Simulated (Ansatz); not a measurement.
Entries from a set of simulations; values are calculated unless marked as measured.

```
A low-energy model for BaAgS3 (cubic perovskite) (Pm-3m): bands, U and J
1.0
     0.00000   -4.84263    0.00000
     0.00000    0.00000    4.84263
    -4.84263    0.00000    0.00000
Ba Ag S
1 1 3
Direct
  0.00000 0.00000 0.00000
  0.50000 0.50000 0.50000
  0.50000 0.50000 0.00000
  0.50000 0.00000 0.50000
  0.00000 0.50000 0.50000
# method: DFT, PBEsol, plane waves, PAW (and 1 further level or step)
# program: Ansatz 0.2.0
# settings of one run: cutoff 420 eV, 6×6×6 k-mesh, smearing width 0.08 eV, default PAW, coordination {"Ag": "octahedral"}, magnetic state non-magnetic by constraint
# cost: 2 runs, 16 min in all on 4 threads of AMD EPYC 7R43, shared host (the runs of this entry)
# notes: The structure was built from a prototype and need not be the compound’s stable phase. This run has no spin polarisation although its electron count is odd. The structure was relaxed with PBEsol. The structure type comes from a generator and need not be one that this composition takes. Limits: no spin-orbit coupling. The bands cross the Fermi level under this constraint, which need not be the crystal’s state: magnetic order, correlation or a lattice distortion may open a gap.
# Ag d + anion p: U 6.47 eV, U′ 5.37 eV, J 0.55 eV, bare V 18.6 eV
# method: constrained RPA on non-magnetic PBEsol, 4×4×4 mesh, static; search for lower states off
```

[Paths, hosts, dates, memory and timing lines, banners, echoed tables and standing remarks are left out of the program output.]

[Logs are printed without paths, hosts, clocks, repeated set-up lines and the standing remarks that a program may print on its own settings, such as how far it seeks lower states.]

[Runs of the session that timed out or met a known fault of the program may be left out.]

[Hosts, paths, dates, database ids (printed as entryN), source tags and the programs' standing remarks are cut or masked in the printed files.]
